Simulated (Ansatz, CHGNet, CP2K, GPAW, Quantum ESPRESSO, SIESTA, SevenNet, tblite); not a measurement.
# GPAW on random packing of 35PbO-65B2O3 (mol %) (67 atoms): settings against a plane-wave reference

How do the settings of GPAW change the result for random packing of 35PbO-65B2O3 (mol %) (67 atoms)? A plane-wave run serves as the yardstick.

Calculated with GPAW 26.7.0; the method is named at each step.

## (1) Set-up

The cell holds 67 atoms: 6 Pb, 39 O and 22 B. Cell: a = 9.376 Å, b = 9.376 Å, c = 9.376 Å, α = 90.0°, β = 90.0°, γ = 90.0°. 67 atoms (6 Pb, 39 O, 22 B) packed at random in a cube at 4.24 g/cm³ and pushed apart as soft spheres, cations and anions kept from their own kind; a start for melting by ab initio MD, not an equilibrated structure. Then every atom was moved at random, 0.02 Å r.m.s. a Cartesian component.

The yardstick, on the same geometry:

* method: Kohn-Sham DFT, PBE, PAW, plane waves (Ansatz 0.2.0); cutoff 420 eV, Γ point, fermi-dirac smearing of 0.05 eV; PAW set soft_2
* r.m.s. force component: 2.566 eV/Å
* longest force: 7.496 eV/Å
* pressure: -15.32 GPa
* SCF cycles: 15
* time: 4.6 s on 8 threads of Arm Neoverse V2, shared host
* CPU time: 30 s

## (2) PBE, LCAO dzp, h 0.18 Å

Method: Kohn-Sham DFT, PBE, PAW, atomic orbitals (dzp).

File run.py:

```python
import numpy as np
from ase.io import read
from gpaw import GPAW, FermiDirac

atoms = read("structure.xyz")
atoms.calc = GPAW(
    mode="lcao",
    basis="dzp",
    h=0.18,
    xc="PBE",
    kpts={"size": (1, 1, 1), "gamma": True},
    occupations=FermiDirac(0.05),
    maxiter=200,
    symmetry={"point_group": False},
    txt="gpaw.txt",
)
energy = atoms.get_potential_energy(force_consistent=True)
forces = atoms.get_forces()
print(f"energy {energy:.6f} eV")
print("forces (eV/A)")
for i, (a, f) in enumerate(zip(atoms, forces)):
    print(f"{i:4d} {a.symbol:2s} {f[0]:10.5f} {f[1]:10.5f} {f[2]:10.5f}")
print(f"Fermi level {atoms.calc.get_fermi_level():.4f} eV")
for k in range(len(atoms.calc.get_ibz_k_points())):
    for s in range(atoms.calc.get_number_of_spins()):
        e = atoms.calc.get_eigenvalues(kpt=k, spin=s)
        n = np.searchsorted(e, atoms.calc.get_fermi_level())
        print(f"k {k} spin {s} levels about the Fermi level:", np.round(e[max(n - 6, 0):n], 4).tolist(), "|", np.round(e[n:n + 6], 4).tolist())
```

File structure.xyz:

```xyz
67
Lattice="9.37580 0.00000 0.00000 0.00000 9.37580 0.00000 0.00000 0.00000 9.37580" Properties=species:S:1:pos:R:3 pbc="T T T"
Pb 6.45552 8.70993 6.94025
Pb 3.95715 5.19710 5.48822
Pb 8.30096 9.30051 1.71146
Pb 5.11422 5.30117 7.95340
Pb 0.70825 3.07667 6.58003
Pb 4.02081 8.73834 9.01989
O 4.12920 3.35504 3.50824
O 5.70864 7.54321 0.52739
O 0.57277 4.14617 4.49363
O 0.37325 0.38225 3.74066
O 2.56344 4.05972 6.50052
O 1.26836 1.81544 2.26454
O 4.13013 7.28509 5.78234
O 2.06596 6.71054 5.09106
O 8.70890 4.84588 6.28563
O 1.45287 0.82226 6.10815
O 8.03994 9.27332 8.21020
O 5.74933 2.85221 7.21627
O 8.63839 2.12831 5.40318
O 8.13257 2.07383 7.89817
O 1.42250 4.16436 0.39275
O 1.77081 6.49734 7.73916
O 7.13864 1.35668 2.78105
O 1.46103 5.30070 2.81330
O 7.87595 7.72257 4.00365
O 4.25943 6.35735 3.42292
O 8.57464 4.17195 1.06359
O 2.92956 0.73094 3.76682
O 3.02491 1.88566 8.26739
O 7.34097 4.26693 3.79907
O 4.66352 9.26085 1.72937
O 9.26704 7.80704 7.05838
O 3.28612 6.06211 0.57980
O 5.33399 2.48159 1.37665
O 2.85868 0.93477 0.94639
O 3.68141 3.94646 9.00921
O 3.76767 0.35384 6.24325
O 6.77289 1.12397 6.00933
O 6.55125 5.82031 5.31730
O 8.35074 7.49895 0.71322
O 0.96805 9.08140 9.33202
O 2.25554 7.88580 1.48644
O 6.74936 5.35780 0.51389
O 7.49023 6.67004 8.15432
O 6.61153 0.41825 0.60502
B 0.25849 6.86327 4.85807
B 8.81616 6.35510 2.82990
B 5.16250 5.22138 1.32255
B 4.35590 1.91594 9.28917
B 0.93683 6.77664 0.30153
B 8.90457 0.15920 6.63882
B 0.52561 5.36333 7.68862
B 5.70330 9.34739 4.18808
B 5.98167 8.32224 2.12831
B 4.66005 2.02170 4.63155
B 7.20755 4.32346 5.69449
[... 7 atom lines left out ...]
B 6.45374 2.16225 0.49354
B 1.30924 9.31148 2.70679
B 8.14457 0.54192 4.25971
B 6.99707 6.74917 0.88526
```

Run with:

```
OMP_NUM_THREADS=1 python run.py > output.txt
```

The program printed:

```text
energy -300.754247 eV
forces (eV/A)
   0 Pb   -3.82084   -2.81291    0.06175
   1 Pb   -0.61295    0.26632   -5.40589
   2 Pb    3.27294    0.97406   -1.04949
   3 Pb    1.11508    0.00734    1.13510
   4 Pb    1.43794   -0.13998    1.62884
   5 Pb   -2.15642   -0.79854    0.19098
   6 O    -0.60418   -3.21416    3.67718
   7 O     4.84819   -2.32024    4.26931
   8 O     3.16406   -2.72894   -3.19872
   9 O    -0.73408   -1.91273    2.30298
  10 O     0.75399   -0.07034    0.25199
  11 O     1.14134    2.57114    2.60903
  12 O     0.90697    1.29969    0.60178
  13 O    -5.81967    2.77774   -0.84322
  14 O    -4.70998    3.79642    0.63962
  15 O    -1.21863   -3.92251    2.72159
  16 O     3.52263    1.56561   -2.01280
  17 O     0.41133    1.80634   -0.65385
  18 O    -1.37635   -2.63735   -2.06030
  19 O     3.92241   -0.07882    4.56286
  20 O    -0.86936    0.68480    0.69997
  21 O    -4.78720   -3.22728    2.12479
  22 O     0.70672    3.60244    4.80529
  23 O    -1.44863    0.01022    0.75774
[...]
59 B    -2.41582   -0.51284   -3.43903
  60 B     2.06166    1.35638    2.84485
  61 B    -0.95624    0.68432    2.19877
  62 B     2.65486    2.85599   -0.76723
  63 B    -2.56208   -3.76250    1.83427
  64 B     2.18531    3.63235    0.38856
  65 B     1.28117    1.87451    0.79126
  66 B    -0.19742    1.16825   -3.52604
Fermi level 3.4707 eV
k 0 spin 0 levels about the Fermi level: [3.1973, 3.2684, 3.3504, 3.3619, 3.416, 3.4561] | [3.4738, 3.5465, 3.5662, 3.6164, 3.6598, 3.6755]
```

gpaw.txt:

```text
Input parameters:
  mode=LCAO(),
  basis={'default': 'dzp'},
  h=0.18,
  kpts=MonkhorstPack(size=(1, 1, 1), gamma=True),
  maxiter=200,
  occupations=Occupations(name='fermi-dirac', width=0.05, fixmagmom=False),
  symmetry=Symmetry(point_group=False),
  xc=XC(name='PBE')
Unit cell  # Å
| periodic |        x |        y |        z |  lengths |    angles |
|----------|----------|----------|----------|----------|-----------|
|      yes | 9.375800 | 0.000000 | 0.000000 | 9.375800 | 90.000000 |
|      yes | 0.000000 | 9.375800 | 0.000000 | 9.375800 | 90.000000 |
|      yes | 0.000000 | 0.000000 | 9.375800 | 9.375800 | 90.000000 |
Number of symmetries: 1
Symmetry operations  # r_c * U_cc + t_c -> r_c
|   | kind |            matrix            |
|---|------|------------------------------|
| 0 |  E   |  1, 0, 0,  0, 1, 0,  0, 0, 1 |
BZ-sampling:
  Number of BZ points: 1
  Number of IBZ points: 1
  Monkhorst-Pack size: [1, 1, 1]
  Monkhorst-Pack shift: [0, 0, 0]
[... lines left out ...]
  Fermi-Dirac:
[... lines left out ...]
    Stencil: 6*3+1=19 point O(h^6) finite-difference Laplacian
xc functional:
  name: PBE with 2 nearest neighbor stencil
interpolation: tri-quintic # 5. degree polynomial
Initialization done in: 6.061 s
convergence criteria:
- Maximum [total energy] change in last 3 cyles: 0.0005 eV / valence electron
- Maximum integral of absolute [dens]ity change: 0.0001 electrons / valence electron
- Maximum integral of absolute [eigenst]ate change: 4e-08 eV^2 / valence electron
maximum number of iterations: 200
SCF iterations
|iter     |      energy | eigst |  dens |
|---------|-------------|-------|-------|
|iter:   1| -335.274220 |      c|       |
|iter:   2| -319.237694 |      c| -0.86 |
|iter:   3| -318.858523 |      c| -0.97 |
|iter:   4| -306.485995 |      c| -1.05 |
[...]
|iter:  11| -300.675631 |      c| -1.79 |
|iter:  12| -300.647844 |      c| -2.01 |
|iter:  13| -300.633040c|      c| -2.10 |
|iter:  14| -300.587047c|      c| -2.16 |
|iter:  15| -300.569210c|      c| -2.37 |
[...]
|iter:  32| -300.555629c|      c| -3.70 |
|iter:  33| -300.555600c|      c| -3.94 |
|iter:  34| -300.555590c|      c| -4.16c|
Converged in 34 steps
SCF loop duration: 226.800 s (6.671 s/step)
Energy contributions relative to reference atoms: (reference = -3497968.790409)
Energy contributions:
  Kinetic:          94.793617
  Coulomb:        -134.049226
  Zero:              8.590576
  External:          0.000000
  Xc:             -269.691899
  Entropy:          -0.397315
  Spinorbit:         0.000000
  ----------------------------
  Free energy:    -300.754247
  Extrapolated:   -300.555590
dipole moment: (10.791978, 97.226356, 35.603030)  # |e|*Ang
Fermi level: 3.471
Eigenvalues  # (at kpt = [0.000, 0.000, 0.000])
| band index |      eig [eV] | occ [0-2] |
|------------|---------------|-----------|
|          0 |       -18.799 |     2.000 |
|        ... |               |           |
|        184 |         3.130 |     1.998 |
|        185 |         3.161 |     1.996 |
[...]
|        199 |         3.882 |     0.001 |
|        ... |               |           |
|        234 |         7.312 |     0.000 |
Gap: 0.018 eV
Transition (v -> c):
  (s=0, k=0, n=191, [0.00, 0.00, 0.00]) -> (s=0, k=0, n=192, [0.00, 0.00, 0.00])
No difference between direct/indirect transitions
Force computation time: 14.330  # s
timing:  # [seconds]
  Total:  247.216  # ━━━━━━━━━━━━━━━━━━━━━━━━━━━━━━━━━━━━━━━━━━━━━━━━━━━━━━━━
  Init:     6.060  # ━╸
  SCF:    226.800  # ━━━━━━━━━━━━━━━━━━━━━━━━━━━━━━━━━━━━━━━━━━━━━━━━━━━╸
  Forces:  14.330  # ━━━
```

The job ended after 4.1 min (1 thread of Arm Neoverse V2, shared host; peak memory 1.1 GiB).

Banners, paths, timers and routine set-up lines are dropped from the logs unmarked, and long logs keep their key lines alone; longer cuts are marked.

Compared with the plane-wave run:

- r.m.s. force component: 2.505 eV/Å
- r.m.s. difference of force components: 196.9 meV/Å
- longest difference of force vectors: 674 meV/Å
- force difference over r.m.s. force: 7.672 %
- slope of forces against the reference's: 0.9734
- correlation of force components: 0.9973

Length of the force difference by element (eV/Å):

```csv
element,atoms,mean,most
B,22,0.28,0.63
O,39,0.27,0.54
Pb,6,0.48,0.67
```

Local excerpt of 10 atoms (numbers count through the whole input) about O16, picked at random; x, y, z are measured from there.

```csv
atom,x,y,z,distance (Å),Fx,Fy,Fz (eV/Å)
O16,0.00,0.00,0.00,0.00,-1.22,-3.92,2.72
B57,0.42,-1.03,-0.90,1.43,3.96,2.20,-2.54
B63,0.66,-0.72,1.27,1.61,2.65,2.86,-0.77
B51,-1.92,-0.66,0.53,2.10,-1.51,-2.55,3.17
O37,2.31,-0.47,0.14,2.37,-2.52,-1.56,1.07
Pb5,-0.74,2.25,0.47,2.42,1.44,-0.14,1.63
O10,-1.08,-0.44,-2.37,2.64,-0.73,-1.91,2.30
O19,-2.19,1.31,-0.70,2.65,-1.38,-2.64,-2.06
O28,1.48,-0.09,-2.34,2.77,-3.41,-1.69,1.96
O29,1.57,1.06,2.16,2.87,2.04,-1.83,1.37
```

Atoms are counted from 1 here, from 0 in the log.

Forces lie 7.7 % from the reference's, at 8.2 times its CPU time (on 1 against 8 cores).

## (3) PBE, grid h 0.2 Å

Method: Kohn-Sham DFT, PBE, PAW, finite differences on a real-space grid.

Changes to run.py since step 2:

```diff
@@ -3,2 +3,3 @@
 from gpaw import GPAW, FermiDirac
+from ase.parallel import parprint as print
 
@@ -6,5 +7,4 @@
 atoms.calc = GPAW(
-    mode="lcao",
-    basis="dzp",
-    h=0.18,
+    mode="fd",
+    h=0.2,
     xc="PBE",
@@ -14,2 +14,3 @@
     symmetry={"point_group": False},
+    nbands=230,
     txt="gpaw.txt",
```

structure.xyz is that of step 2.

Run with:

```
OMP_NUM_THREADS=1 mpirun -np 2 gpaw python run.py > output.txt
```

The program printed:

```text
energy -330.149657 eV
forces (eV/A)
   0 Pb   -3.26742   -2.14794    0.05891
   1 Pb   -0.85126    0.68148   -5.01783
   2 Pb    2.62942    0.97048   -1.28171
   3 Pb    0.86718   -0.22311    1.15067
   4 Pb    1.22229    0.04761    1.07481
   5 Pb   -1.99430   -0.67787    0.74792
   6 O    -0.58769   -3.31675    3.80129
   7 O     4.88433   -2.32840    4.39382
   8 O     3.28088   -2.87364   -3.00508
   9 O    -0.71964   -2.10473    1.99355
  10 O     0.67154   -0.04128    0.01353
  11 O     1.24793    2.76349    2.92978
[...]
62 B     2.65442    3.00754   -0.95372
  63 B    -2.98318   -3.85748    2.16214
  64 B     1.90673    3.86262    0.70320
  65 B     1.49125    1.89437    0.69643
  66 B    -0.26209    1.08196   -3.73474
Fermi level 3.4181 eV
k 0 spin 0 levels about the Fermi level: [3.1438, 3.2157, 3.2955, 3.3112, 3.3657, 3.4025] | [3.4193, 3.4941, 3.5146, 3.5648, 3.6108, 3.6245]
```

gpaw.txt:

```text
Input parameters:
  mode=FD(),
  h=0.2,
  kpts=MonkhorstPack(size=(1, 1, 1), gamma=True),
  maxiter=200,
  nbands=230,
  occupations=Occupations(name='fermi-dirac', width=0.05, fixmagmom=False),
  symmetry=Symmetry(point_group=False),
  xc=XC(name='PBE')
Diagonalizing LCAO Hamiltonian
[... lines left out ...]
  Converge bands: occupied
[... lines left out ...]
  Fermi-Dirac:
[... lines left out ...]
convergence criteria:
- Maximum [total energy] change in last 3 cyles: 0.0005 eV / valence electron
[... lines left out ...]
Converged in 37 steps
[... lines left out ...]
  Free energy:    -330.149657
[... lines left out ...]
dipole moment: (10.695589, 96.997849, 35.377579)  # |e|*Ang
Fermi level: 3.418
Eigenvalues  # (at kpt = [0.000, 0.000, 0.000])
| band index |      eig [eV] | occ [0-2] |
|------------|---------------|-----------|
|          0 |       -18.704 |     2.000 |
|        ... |               |           |
|        184 |         3.078 |     1.998 |
|        185 |         3.113 |     1.996 |
[...]
|        199 |         3.835 |     0.000 |
|        ... |               |           |
|        229 |         6.930 |     0.000 |
Gap: 0.017 eV
Transition (v -> c):
  (s=0, k=0, n=191, [0.00, 0.00, 0.00]) -> (s=0, k=0, n=192, [0.00, 0.00, 0.00])
No difference between direct/indirect transitions
Force computation time: 2.229  # s
```

It took 3.7 min on 2 MPI ranks; peak memory 1.5 GiB.

Numbers from this run, and their distance from the reference:

| Quantity | Value |
| --- | --- |
| r.m.s. force component | 2.557 eV/Å |
| r.m.s. difference of force components | 43.13 meV/Å |
| longest difference of force vectors | 194.1 meV/Å |
| force difference over r.m.s. force | 1.681 % |
| slope of forces against the reference's | 0.9962 |
| correlation of force components | 0.9999 |

Against the first run (7.7 %), the force difference from the reference is 1.7 %, at 1.8 times the CPU time (on 2 against 1 cores).

## (4) PBE, LCAO sz(dzp), h 0.18 Å

Method: Kohn-Sham DFT, PBE, PAW, atomic orbitals (sz(dzp)).

Changes to run.py since step 3:

```diff
@@ -3,3 +3,2 @@
 from gpaw import GPAW, FermiDirac
-from ase.parallel import parprint as print
 
@@ -7,4 +6,5 @@
 atoms.calc = GPAW(
-    mode="fd",
-    h=0.2,
+    mode="lcao",
+    basis="sz(dzp)",
+    h=0.18,
     xc="PBE",
@@ -14,3 +14,2 @@
     symmetry={"point_group": False},
-    nbands=230,
     txt="gpaw.txt",
```

structure.xyz is that of step 3.

Run with:

```
OMP_NUM_THREADS=1 python run.py > output.txt
```

The program printed:

```text
energy -260.636007 eV
forces (eV/A)
   0 Pb   -4.79192   -3.90713    0.27112
   1 Pb   -0.68226   -0.58586   -5.99349
   2 Pb    3.65099    0.73203   -1.18975
   3 Pb    1.34717   -0.20717    1.66113
   4 Pb    1.96179   -0.82464    1.99332
   5 Pb   -1.77959   -1.73476    0.37058
   6 O    -1.08463   -2.25325    2.80425
   7 O     2.90949   -1.53896    3.18930
   8 O     2.87319   -2.23776   -3.32959
   9 O    -1.36119   -1.39376    3.94390
  10 O     0.46467   -0.16057    0.39883
  11 O     0.77444    1.85406    1.08228
  12 O     0.91579    2.37665    0.49440
  13 O    -4.58951    2.41790   -0.63650
  14 O    -3.74937    3.04327    0.14820
  15 O    -2.73055   -0.85958    3.75316
  16 O     3.56051    1.80431   -0.78533
  17 O     0.53407    1.46674   -0.68016
  18 O    -2.16912   -2.81340   -2.35747
  19 O     2.85835    0.28313    3.39947
  20 O    -1.24990    0.79606    0.82458
  21 O    -3.15902   -1.79950    1.86951
  22 O     0.30704    3.47976    4.80957
  23 O    -1.26039   -0.14308    0.83889
[...]
59 B    -1.45295   -0.41776   -2.39695
  60 B     1.54708   -0.31909    0.48711
  61 B    -0.68693    1.12342    0.48611
  62 B     2.83118    2.45958    1.22206
  63 B     0.44896   -3.48585   -0.25698
  64 B     3.68857    2.49202   -1.40038
  65 B     0.98048    2.11631    1.33623
  66 B     0.98061    1.80770   -2.66798
Fermi level 3.8788 eV
k 0 spin 0 levels about the Fermi level: [3.5935, 3.6661, 3.7654, 3.7854, 3.8269, 3.869] | [3.8839, 3.9387, 3.9753, 4.0202, 4.0272, 4.0817]
```

gpaw.txt:

```text
Input parameters:
  mode=LCAO(),
  basis={'default': 'sz(dzp)'},
  h=0.18,
  kpts=MonkhorstPack(size=(1, 1, 1), gamma=True),
  maxiter=200,
  occupations=Occupations(name='fermi-dirac', width=0.05, fixmagmom=False),
  symmetry=Symmetry(point_group=False),
  xc=XC(name='PBE')
Unit cell  # Å
| periodic |        x |        y |        z |  lengths |    angles |
[... lines left out ...]
  Fermi-Dirac:
[... lines left out ...]
convergence criteria:
- Maximum [total energy] change in last 3 cyles: 0.0005 eV / valence electron
[... lines left out ...]
Converged in 35 steps
[... lines left out ...]
  Free energy:    -260.636007
  Extrapolated:   -260.424575
dipole moment: (11.083294, 96.538484, 34.779415)  # |e|*Ang
Fermi level: 3.879
Eigenvalues  # (at kpt = [0.000, 0.000, 0.000])
| band index |      eig [eV] | occ [0-2] |
|------------|---------------|-----------|
|          0 |       -18.977 |     2.000 |
|        ... |               |           |
|        184 |         3.529 |     1.998 |
|        185 |         3.552 |     1.997 |
[...]
|        199 |         4.247 |     0.001 |
|        ... |               |           |
|        234 |         7.630 |     0.000 |
Gap: 0.015 eV
Transition (v -> c):
  (s=0, k=0, n=191, [0.00, 0.00, 0.00]) -> (s=0, k=0, n=192, [0.00, 0.00, 0.00])
No difference between direct/indirect transitions
Force computation time: 3.373  # s
timing:  # [seconds]
  Total:  82.593  # ━━━━━━━━━━━━━━━━━━━━━━━━━━━━━━━━━━━━━━━━━━━━━━━━━━━━━━━━━
  Init:    4.685  # ━━━
  SCF:    74.512  # ━━━━━━━━━━━━━━━━━━━━━━━━━━━━━━━━━━━━━━━━━━━━━━━━━━━╸
  Forces:  3.373  # ━━╸
```

Wall time 84 s (1 thread); peak memory 0.81 GiB.

Numbers from this run, and their distance from the reference:

- r.m.s. force component: 2.125 eV/Å
- r.m.s. difference of force components: 1188 meV/Å
- longest difference of force vectors: 4463 meV/Å
- force difference over r.m.s. force: 46.32 %
- slope of forces against the reference's: 0.7357
- correlation of force components: 0.8883

This is a coarse setting, run to see what it loses.

Against the first run (7.7 %), the force difference from the reference is 46 %, at 0.34 times the CPU time, with 298 basis functions against 931: the smaller basis costs accuracy.

(Part 1 of 2 ends here.)

[Also dropped from logs without a mark: logging warnings of Python, and SIESTA's first energy breakdown and zero terms.]

[Logs are printed without paths, hosts, clocks, repeated set-up lines and the standing remarks that a program may print on its own settings, such as how far it seeks lower states.]

[Hosts, paths, dates, database ids (printed as entryN), source tags and the programs' standing remarks are cut or masked in the printed files.]
